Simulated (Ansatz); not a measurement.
# SnTe2 (model cell, started as fluorite): phonons and vibrational spectra, part 3 of 3

Task: relax SnTe2 (model cell, started as fluorite), then find its harmonic phonons.

Ansatz 0.2.0; DFT PBE, scalar-relativistic, plane waves, PAW.

So far. Step 4 (Relaxing to small forces for the phonons): The forces vanish by symmetry and the pressure is 0.001 GPa, within the tolerances set. The cell now holds 34.40 Å³/atom. Step 5 (Linear response at the zone centre): Before it was imposed, the acoustic sum rule was missed by 6.8e-5 eV/Å². Small misses are needed for a sound result but don't prove that mesh and cutoff are converged. The lowest optical mode is real, 66.3 cm⁻¹. The relaxed cell has a = 7.446 Å (conventional setting).

The structure was built from a prototype and need not be the compound's stable phase.

**6. Phonons on a q mesh**

Stability and thermal properties need the whole zone. Linear response on a 4×4×4 q mesh gives force constants as far as a supercell of that size would.

input.yaml reads:

```yaml
crystal:
  lattice:
    - [0.0, 3.7227547923, 3.7227547923]
    - [3.7227547923, 0.0, 3.7227547923]
    - [3.7227547923, 3.7227547923, 0.0]
  atoms:
    - { symbol: Sn, position: [0.0, 0.0, 0.0] }
    - { symbol: Te, position: [0.25, 0.25, 0.25] }
    - { symbol: Te, position: [0.75, 0.75, 0.75] }
kpoints:
  mp_grid: { grid: [12, 12, 12] }
hamiltonian:
  xc: pbe
scf:
  occupations: { method: methfessel_paxton, width: 0.2 }
output:
  eigenvalues: true
phonons:
  method: dfpt
  qmesh: [4, 4, 4]
  temperatures: { t_max: 1000, t_step: 50 }
  qpath:
    path:
      - [[0.0, 0.0, 0.0], [0.5, 0.0, 0.5], [0.625, 0.25, 0.625]]
      - [[0.375, 0.375, 0.75], [0.0, 0.0, 0.0], [0.5, 0.5, 0.5], [0.5, 0.25, 0.75], [0.5, 0.0, 0.5]]
    npoints: 10
```

On the command line:

```console
$ ansatz run input.yaml --threads 4 --pin off --max-ram 7168MiB --backend cpu --events-out ev --progress --plain --runs-dir out
```

Numbers of over 12 decimals in the logs are rounded to 6 here.

The program printed:

```text
Warning: phonons: the dynamical matrix that this run interpolates holds no multipole term above the dipole-dipole one, and a site of this crystal is no centre of inversion, so its interpolated transverse optical and acoustic branches and sound speeds can stay off near Gamma, and the density of states and the thermodynamics with them. What a run solves at a wave vector of phonons.qpoints, Gamma apart, where the deck admits one, is free of this, and under fd what a larger phonons.supercell samples
[...]
Crystal: 3 atoms, lattice volume = 103.187 Å³
Basis set: ecut = 420 eV, 1989 PW (Γ), exchange–correlation on 72×72×72 points (8 copies of the dense FFT grid, shifted against one another)
Bands: 28, of which v1, the nominal top of the filled ones, is band 23 counted from 1 (22 counted from 0)
Symmetry: 48 space group operations
k-points: 72 of 1728
[...]
SCF iter   1: F=—  HF=-19983.745300 eV  |F-HF|=—  |Δ(HF+E_count)|=         —  Δρ=1.28e-3  dr2=2.45e-3  ethr=1.77e-3  ⟨swp⟩=6.5  Hψ=8989  notcnv=0
[...]
SCF iter   8: F=-19983.743660 eV  HF=-19983.743660 eV  |F-HF|=3.64e-12  |Δ(HF+E_count)|=  8.00e-11  S|Δr|=    0.00e0  Δρ=7.95e-8  dr2=7.44e-12  ethr=1.00e-12  ⟨swp⟩=5.5  Hψ=11122  notcnv=0
SCF 1 converged in 8 iterations: F = -19983.743660 eV  dr2 = 7.44e-12
[...]
SCF iter   5: F=-19983.743660 eV  HF=-19983.743660 eV  |F-HF|=3.64e-12  |Δ(HF+E_count)|=  1.09e-11  S|Δr|=    0.00e0  Δρ=6.09e-8  dr2=5.62e-12  ethr=1.00e-12  ⟨swp⟩=2.2  Hψ=5357  notcnv=0
SCF 2 converged in 5 iterations: F = -19983.743660 eV  dr2 = 5.62e-12
phonons: the bands overlap, so this run is a metal and interpolates without the dipole-dipole term. If the crystal is really an insulator or semiconductor, its LO-TO splitting is missing
NSCF: frozen V_eff on 72 k-points
[...]
DFPT response loops at q = (0, 0, 0) (fractional): preconditioner auto → Kerker (q_TF=auto, 2.385 Å⁻¹) (partly filled bands, converged f_vac=0.080); β = 1.00, the filter's whole step (`scf.mixing.beta` (0.50) is not read by the response loops under this deck's `scf.mixing.preconditioner`; to damp them name `kerker` or `kerker_dos`, under which they read `scf.mixing.beta`, and type it under 1.00, their step now; both keys bind the ground state too); Broyden in place of MSR1
[...]
phonons.qmesh, q = [0.0000, 0.2500, -0.5000]: its response loops start from zero, take more passes and end by a threshold: the memory limit or budget leaves too little room for the subspace of the ground state's own states beside the solves, or none could be made (phonons.method)
[...]
SCF converged after 8 iterations
[...]
Free energy (F): -19983.743660 eV
[...]
Internal energy: -19983.744457 eV  (E = F + TS)
E sigma→0 (E₀):  -19983.743860 eV
Entropy (-TS):   0.000796 eV (0.265 meV/atom)
Fermi energy:    7.903227 eV
[...]
--- Band table (eV; the first three rows and the last of 72) ---
  k-point 0: bands = [... 19 lower, 5.3614, 5.3614, 6.5735, 6.5735, 6.5735, 9.5716, 9.5716, 9.5716, ... 1 higher]
  k-point 1: bands = [... 19 lower, 5.3290, 5.3290, 6.5628, 6.5628, 6.9688, 9.5793, 9.6097, 9.6097, ... 1 higher]
  k-point 2: bands = [... 19 lower, 5.2524, 5.2524, 6.5112, 6.5112, 7.6521, 9.7410, 9.7617, 9.7617, ... 1 higher]
  k-point 71: bands = [... 19 lower, 5.4758, 5.4758, 7.1136, 8.6176, 8.7278, 10.4152, 11.5797, 11.5797, ... 1 higher]
--- Phonons (Γ-DFPT): 2 representative perturbations + reference (Σ response iterations 6) ---
  ASR residual: 7.000e-5 → 0.000e0 eV/Å²; symmetrization residual: 1.553e-5 eV/Å²
  ASR residual per site (eV/Å²): 7.00e-5 9.11e-6 9.11e-6
  Γ frequencies (cm⁻¹): 0.00 0.00 0.00 66.35 66.35 66.35 74.31 74.31 74.31
--- Phonons (arbitrary-q DFPT): 8 irreducible q on the 4×4×4 mesh ---
  q = [0.0000, 0.0000, 0.0000] (star 1, of the zone-centre solve; hermiticity 1.89e-5, symmetrization 2.88e-11): -0.00 -0.00 0.00 66.35 66.35 66.35 74.31 74.31 74.31
  q = [0.0000, 0.0000, 0.2500] (star 8, 2 solved perturbations on 936 of 1728 k-point pairs; hermiticity 3.25e-5, symmetrization 2.27e-8): -33.55 -33.55 22.34 39.97 59.62 59.62 72.87 73.09 73.09
[...]
q = [0.0000, 0.2500, 0.2500] (star 6, 4 solved perturbations in 1608 linear systems a pass and spin channel, the states on 510 of 1728 k-point pairs; hermiticity 3.90e-5, symmetrization 8.29e-8): -18.97 -18.97 16.19 25.10 52.81 52.81 60.57 78.83 78.83
[...]
sum rule: each row above includes the acoustic sum rule's correction from the zone centre's row sums; it moved no ω² by more than (0.40 cm⁻¹)²
  mesh force constants: q→R imaginary residual 7.88e-18; ASR residual 7.000e-5 → 0.000e0 eV/Å²; symmetrization residual 7.772e-16 eV/Å²
  interpolated dispersion: 62 rows × 9 modes
  density of states and harmonic sums: on the 16×16×16 q-mesh, interpolated from the force constants of a 4×4×4 supercell (no non-analytic term)
  largest difference from the sums on the solved wave vectors: F 1.82e-2 eV, S 2.51e-5 and C_V 6.98e-6 eV/K
  zero-point energy: 0.022171 eV/cell   skipped modes (ω ≤ 0): 421, of them read as no rigid motion or as one in doubt: 418 (2.953e0 modes/cell left out, lowest -67.02 cm⁻¹)   left out of the sums: 3.28e-1 of the cell's modes: C_V's classical limit lies that fraction below 3 k_B per atom; for a crystal, a wire or a layer, F and S can be off by more, and a phonons.interpolated_qmesh denser along its periods is the remedy for the sampling
```

The job ended after 32 min (4 threads of Arm Neoverse V2, shared host; peak memory 7 GiB).

This step gave:

```yaml
sum_rule_residual_before_enforcement: 7.00e-5 eV/Å²
lowest_frequency_on_the_path: -67.02 cm⁻¹
highest_frequency_on_the_path_or_at_a_solved_wavevector: 78.9 cm⁻¹
lowest_mode_on_the_q_mesh_acoustic_modes_at_gamma_apart: -67.02 cm⁻¹
```

Frequencies (cm⁻¹) solved at each irreducible wavevector; negative means imaginary. Frequencies by wavevector, by row:

```csv
q in reciprocal lattice units,star,mode 1,mode 2,mode 3,mode 4,mode 5,mode 6,mode 7,mode 8,mode 9
0 0 0,1,0,0,0,66.3,66.3,66.3,74.3,74.3,74.3
0 0 0.25,8,-33.5,-33.5,22.3,40,59.6,59.6,72.9,73.1,73.1
0 0 -0.5,4,-54.5,-38.4,-38.4,17.7,52.1,52.1,71.9,71.9,73
0 0.25 0.25,6,-19,-19,16.2,25.1,52.8,52.8,60.6,78.8,78.8
0 0.25 -0.5,24,-57.7,-33,-30.4,31,40.6,62.9,74.9,75.6,76.6
0 0.25 -0.25,12,-45.6,-43.5,-9.9,19.9,48.5,49.4,71.8,74.2,78.4
0 -0.5 -0.5,3,-67,-26.5,-26.5,38,38,60.8,72.1,73.7,73.7
0.25 -0.5 -0.25,6,-55.8,-34.6,-34.6,-30,37.3,68.7,71.6,71.6,74.6
```

Interpolated from a 4×4×4 q mesh. Phonon branches along the path, in cm⁻¹:

```csv
point,branch 1,branch 2,branch 3,branch 4,branch 5,branch 6,branch 7,branch 8,branch 9
Γ,0,0,0,66,66,66,74,74,74
halfway,-19,-19,16,25,53,53,61,79,79
X,-67,-26,-26,38,38,61,72,74,74
halfway,-65,-27,-26,24,35,68,72,73,75
U,-61,-30,-22,-17,31,72,72,74,74
jump to K,-61,-30,-22,-17,31,72,72,74,74
halfway,-44,-28,23,36,39,60,70,75,78
Γ,0,0,0,66,66,66,74,74,74
halfway,-34,-34,22,40,60,60,73,73,73
L,-54,-38,-38,18,52,52,72,72,73
halfway,-56,-37,-36,31,43,59,72,76,77
W,-56,-35,-35,-30,37,69,72,72,75
halfway,-63,-28,-25,-23,42,69,71,73,75
X,-67,-26,-26,38,38,61,72,74,74
```

The phonon branches as a text plot (rows in cm⁻¹):

```
     76 |************************************   *****************
     70 | **      *******************        ********************
     64 |****** **   **          ***********           *       **
     58 |   ****  ***       *   * ***    *  ***       *
     52 |      ***           ***  **      *    ***** *
     45 |    **  ***         *** *         *       ****
     39 |       *   ***     *   **          **       * **********
     33 |             ******    *          *  *    *  *         *
     27 |      *               * *        *    *               *
     21 |              *        * **     *  *   * *    *
     15 |      *        *    **     *            *
      9 |                      *     *  *
      3 |**                         ****
     -3 |  *                      **
     -9 | * *                        *  *               *     *
    -15 |  * **          ** ***  *       *
    -21 |   ********     ***        *     *  *
    -27 |           *******     *          *             ********
    -34 |       *          *      **        *        ********
    -40 |                   **** *           *********
    -46 |                    ****              *
    -52 |        *          *                   ***
    -58 |         **      **                       **********
    -64 |           ******                                   ****
         Γ           X  U|K            Γ         L        W     X
```

Tetrahedra on a 16×16×16 mesh, mean over bins of 2 cm-1. Interpolated from a 4×4×4 q mesh. Phonon density of states against wavenumber; read off at these points:

```csv
wavenumber (cm⁻¹),phonon density of states (1/cm⁻¹/cell)
-67.0,0.00154
-61.0,0.0233
-57.0,0.0730
-51.0,0.0267
-47.0,0.0186
-41.0,0.0726
-39.0,0.126
-37.0,0.111
-31.0,0.0860
-27.0,0.0859
-21.0,0.0405
-17.0,0.0238
-11.0,0.0145
-7.0,0.0124
-1.0,0.0101
3.0,0.00955
9.0,0.0105
13.0,0.0117
19.0,0.0189
23.0,0.0239
29.0,0.0302
33.0,0.0473
39.0,0.0825
43.0,0.0596
47.0,0.0927
49.0,0.0768
53.0,0.0793
59.0,0.0539
63.0,0.0487
69.0,0.108
73.0,0.357
75.0,0.423
79.0,0.0858
```

Phonopy on the run's constants, 13x13x13 mesh, Gaussian sigma 2.0 cm-1. Interpolated from a 4×4×4 q mesh. The partial phonon density of states by wavenumber; read off at these points; values in 1/cm⁻¹/cell:

```csv
wavenumber (cm⁻¹),Sn,Te
-75.0,0,0
-70.0,0,4.6e-4
-65.0,6.3e-5,0.0104
-60.0,0.00121,0.0322
-55.0,0.00492,0.0545
-50.0,0.00280,0.0224
-45.0,0.00509,0.0213
-40.0,0.0238,0.0682
-37.4,0.0287,0.0772
-35.0,0.0273,0.0711
-30.0,0.0252,0.0553
-25.0,0.0267,0.0473
-20.0,0.0153,0.0287
-15.0,0.00685,0.0146
-10.0,0.00533,0.0124
-5.0,5.1e-4,0.00125
0.0,8.6e-4,0.00264
5.0,0.00278,0.00744
10.0,0.00323,0.0071
15.0,0.00362,0.00814
20.0,0.00895,0.0205
25.0,0.00528,0.0148
30.0,0.00705,0.0311
35.0,0.00962,0.0605
40.0,0.00555,0.0608
45.0,0.00819,0.0647
48.0,0.0114,0.0810
50.0,0.00929,0.0700
55.0,0.00747,0.0615
60.0,0.00761,0.0440
65.0,0.0179,0.0384
70.0,0.110,0.0710
74.3,0.208,0.147
75.0,0.200,0.150
80.0,0.0440,0.0407
85.0,1.4e-4,1.3e-4
90.0,0,0
```

Symmetry leaves 8 wavevectors to solve. The lowest mode among them, the acoustic zeros apart, lies at q = (0, -0.5, -0.5) and is imaginary, 67.0i cm⁻¹, so the energy falls along it.

**7. Another isotope, element Sn, natural mass 118.71 amu**

An isotope changes the mass and not the force constants, so no new electronic calculation is needed; the shifts show which modes move this element.

The same force constants with the mass of Sn changed from 118.710 to 123.905 u (phonopy, no LO-TO term). Both lists are sorted by frequency; levels can cross, so a row need not hold one and the same mode. Modes under 3 cm⁻¹ are left out. Isotope shifts, by row:

```csv
q,rank,natural mass (cm⁻¹),changed mass (cm⁻¹)
0 0 0,4,66.35,66.35
0 0 0,5,66.35,66.35
0 0 0,6,66.35,66.35
0 0 0,7,74.31,73.24
0 0 0,8,74.31,73.24
0 0 0,9,74.31,73.24
0 0 0.25,1,-33.55,-33.37
0 0 0.25,2,-33.55,-33.37
0 0 0.25,3,22.34,22.16
0 0 0.25,4,39.97,39.97
0 0 0.25,5,59.62,59.35
0 0 0.25,6,59.62,59.35
0 0 0.25,7,72.87,71.9
0 0 0.25,8,73.09,72.24
0 0 0.25,9,73.09,72.24
0 0 -0.5,1,-54.49,-54.32
0 0 -0.5,2,-38.41,-38.15
0 0 -0.5,3,-38.41,-38.15
0 0 -0.5,4,17.67,17.67
0 0 -0.5,5,52.12,52.12
0 0 -0.5,6,52.12,52.12
0 0 -0.5,7,71.94,70.88
0 0 -0.5,8,71.94,70.88
0 0 -0.5,9,73.04,71.71
0 0.25 0.25,1,-18.97,-18.82
0 0.25 0.25,2,-18.97,-18.82
0 0.25 0.25,3,16.19,16.17
0 0.25 0.25,4,25.1,25.1
0 0.25 0.25,5,52.81,52.68
0 0.25 0.25,6,52.81,52.68
0 0.25 0.25,7,60.57,59.37
0 0.25 0.25,8,78.83,77.97
0 0.25 0.25,9,78.83,77.97
```

A mode of this element alone would shift by -2.12 %. The highest zone-centre frequency without the field goes from 74.3 to 73.2 cm⁻¹ (-1.4 %). The product of the frequency ratios over all optical modes at Γ is 0.957; the product rule, (m/m′)^(3k/2) (M′/M)^(3/2) with k = 1 such atoms and M the mass of the cell, gives 0.957.

**8. Another isotope, element Te, natural mass 127.6 amu**

The same for Te, from 127.60 to 129.91 u.

The same force constants with the mass of Te changed from 127.600 to 129.906 u (phonopy, no LO-TO term). Both lists are sorted by frequency; levels can cross, so a row need not hold one and the same mode. Modes under 3 cm⁻¹ are left out. Isotope shifts, by row:

```csv
q,rank,natural mass (cm⁻¹),changed mass (cm⁻¹)
0 0 0,4,66.35,65.76
0 0 0,5,66.35,65.76
0 0 0,6,66.35,65.76
0 0 0,7,74.31,74.1
0 0 0,8,74.31,74.1
0 0 0,9,74.31,74.1
0 0 0.25,1,-33.55,-33.32
0 0 0.25,2,-33.55,-33.32
0 0 0.25,3,22.34,22.21
0 0 0.25,4,39.97,39.62
0 0 0.25,5,59.62,59.19
0 0 0.25,6,59.62,59.19
0 0 0.25,7,72.87,72.64
0 0 0.25,8,73.09,72.8
0 0 0.25,9,73.09,72.8
0 0 -0.5,1,-54.49,-54.07
0 0 -0.5,2,-38.41,-38.17
0 0 -0.5,3,-38.41,-38.17
0 0 -0.5,4,17.67,17.51
0 0 -0.5,5,52.12,51.66
0 0 -0.5,6,52.12,51.66
0 0 -0.5,7,71.94,71.75
0 0 -0.5,8,71.94,71.75
0 0 -0.5,9,73.04,72.95
0 0.25 0.25,1,-18.97,-18.86
0 0.25 0.25,2,-18.97,-18.86
0 0.25 0.25,3,16.19,16.05
0 0.25 0.25,4,25.1,24.88
0 0.25 0.25,5,52.81,52.39
0 0.25 0.25,6,52.81,52.39
0 0.25 0.25,7,60.57,60.54
0 0.25 0.25,8,78.83,78.49
0 0.25 0.25,9,78.83,78.49
```

A mode of this element alone would shift by -0.89 %. The highest zone-centre frequency without the field goes from 74.3 to 74.1 cm⁻¹ (-0.3 %). The product of the frequency ratios over all optical modes at Γ is 0.965; the product rule, (m/m′)^(3k/2) (M′/M)^(3/2) with k = 2 such atoms and M the mass of the cell, gives 0.965.

**9. Outcome**

| Item | Value |
| --- | --- |
| space group after relaxation (within 0.01 Å) | Fm-3m |
| volume per atom | 34.4 Å³ |
| electronic character | no gap on this mesh |
| highest optical mode at the zone centre (no LO-TO term) | 74.3 cm⁻¹ |
| lowest optical zone-centre mode | 66.3 cm⁻¹ |
| lowest mode on the q mesh (acoustic modes at Γ apart) | -67.0 cm⁻¹ |
| highest frequency on the path or at a solved wavevector | 78.9 cm⁻¹ |
| imaginary modes on the 4×4×4 q mesh | yes |

**Reading.** Modes are clearly imaginary (beyond 10i cm⁻¹) at 7 of the 8 irreducible wavevectors, most at q = (0, -0.5, -0.5) (67.0i cm⁻¹), so this structure is not a minimum of the energy. The optical modes at Γ span 66 to 74 cm⁻¹. The highest mode in this list at Γ, 74.3 cm⁻¹, has its largest share on Sn (68 % of the kinetic energy). With no gap, or one that is small against the smearing, the frequencies hang on the k mesh and the smearing, most of all near Kohn anomalies. Spin-orbit coupling is left out, which can matter for the heavy elements here. A phonon run warned that its eigensolver left some bands unconverged in a pass. The starting cell was built on a prototype and not taken from a measurement, so the phase need not exist. These are harmonic frequencies at zero temperature: anharmonic shifts, linewidths and thermal expansion are left out.

[Logs are printed without paths, hosts, clocks, repeated set-up lines and the standing remarks that a program may print on its own settings, such as how far it seeks lower states.]

[Hosts, paths, dates, database ids (printed as entryN), source tags and the programs' standing remarks are cut or masked in the printed files.]
